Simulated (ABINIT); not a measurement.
```
K2PdC2 (P-3m1): a self-consistent loop beyond G0W0, cycle by cycle
1.0
     5.11818    0.00000    0.00000
    -2.55909    4.43248    0.00000
     0.00000    0.00000    5.25814
K Pd C
2 1 2
Direct
  0.66667 0.33333 0.72020
  0.33333 0.66667 0.27980
  0.00000 0.00000 0.00000
  0.00000 0.00000 0.62020
  0.00000 0.00000 0.37980
# method: RPA screening on PBEsol from quasiparticle energies, plane waves, norm-conserving pseudopotentials (and 5 further levels or steps)
# program: ABINIT 10.8.3
# settings: cutoff 37 Ha, PseudoDojo scalar-relativistic 0.4.1 standard, norm-conserving, ngkpt (3, 3, 2), nband 101, ecuteps 3.9 Ha, gwcalctyp 10, inclvkb 2, shiftk (0, 0, 0), symchi 1, awtr 1, frequency ppm, cycle 3, q points all but q = 0, 3×3×2 k-mesh
# cost: 15 runs, 15 min in all on 4 MPI ranks of Arm Neoverse V1, shared host
# notes: In doubt: a PseudoDojo file used here is known to give poor structures and forces, which bears on pressures, cells, forces and phonons. The program’s warnings: nkpt*nsppol () is not a multiple of nproc spkpt (). The cell and positions are those that the Materials Project relaxed with its own functionals (PBE, PBE+U or r2SCAN), kept fixed. Limits: no spin polarisation; d states lean on the start; no spin-orbit coupling. The first cycle of evGW0 takes the full correction, without the factor Z, so it overshoots the one-shot value. The 3×3×2 mesh is coarse for this cell, which bears on the long-range parts of exchange and screening. The runs have no spin polarisation. For a closed low-spin shell that is the natural state; where a d or f shell is open it is a constraint, and the gap is then not the crystal’s own.
# G0W0: 2.434 eV
# evGW0, cycle 1: 2.615 eV
# evGW0, cycle 2: 2.525 eV
# evGW0, cycle 3: 2.533 eV
# evGW, cycle 1: 2.755 eV
# evGW, cycle 2: 2.788 eV
# evGW, cycle 3: 2.791 eV
# known limits: short of the basis limit; no spin polarisation; d states lean on the start; no spin-orbit coupling; coarse k mesh
```

[Long decimals in the printed logs are rounded to 6 places.]

[Logs are printed without paths, hosts, clocks, repeated set-up lines and the standing remarks that a program may print on its own settings, such as how far it seeks lower states.]

[Paths, hosts, dates, memory and timing lines, banners, echoed tables and standing remarks are left out of the program output; an Ansatz launch command may be rebuilt from the run's recorded settings. Measured values are a selection of at most five: reports struck by readers or far from the other reports are left out. None is set beside runs whose start may be inverted or whose files or cutoffs have a known fault.]

[Runs of the session that timed out or met a known fault of the program may be left out.]

[Hosts, paths, dates, database ids (printed as entryN), source tags and the programs' standing remarks are cut or masked in the printed files.]

[G0W0 gaps are taken among the corrected bands and points alone; a level outside them can change the order at an edge.]

[Where Ansatz stands beside ABINIT at settings called matched, ABINIT's density can come from a denser mesh and the files from another edition; pairs whose starting gaps differed by over 0.03 eV were left out, so agreement reads better than it is.]
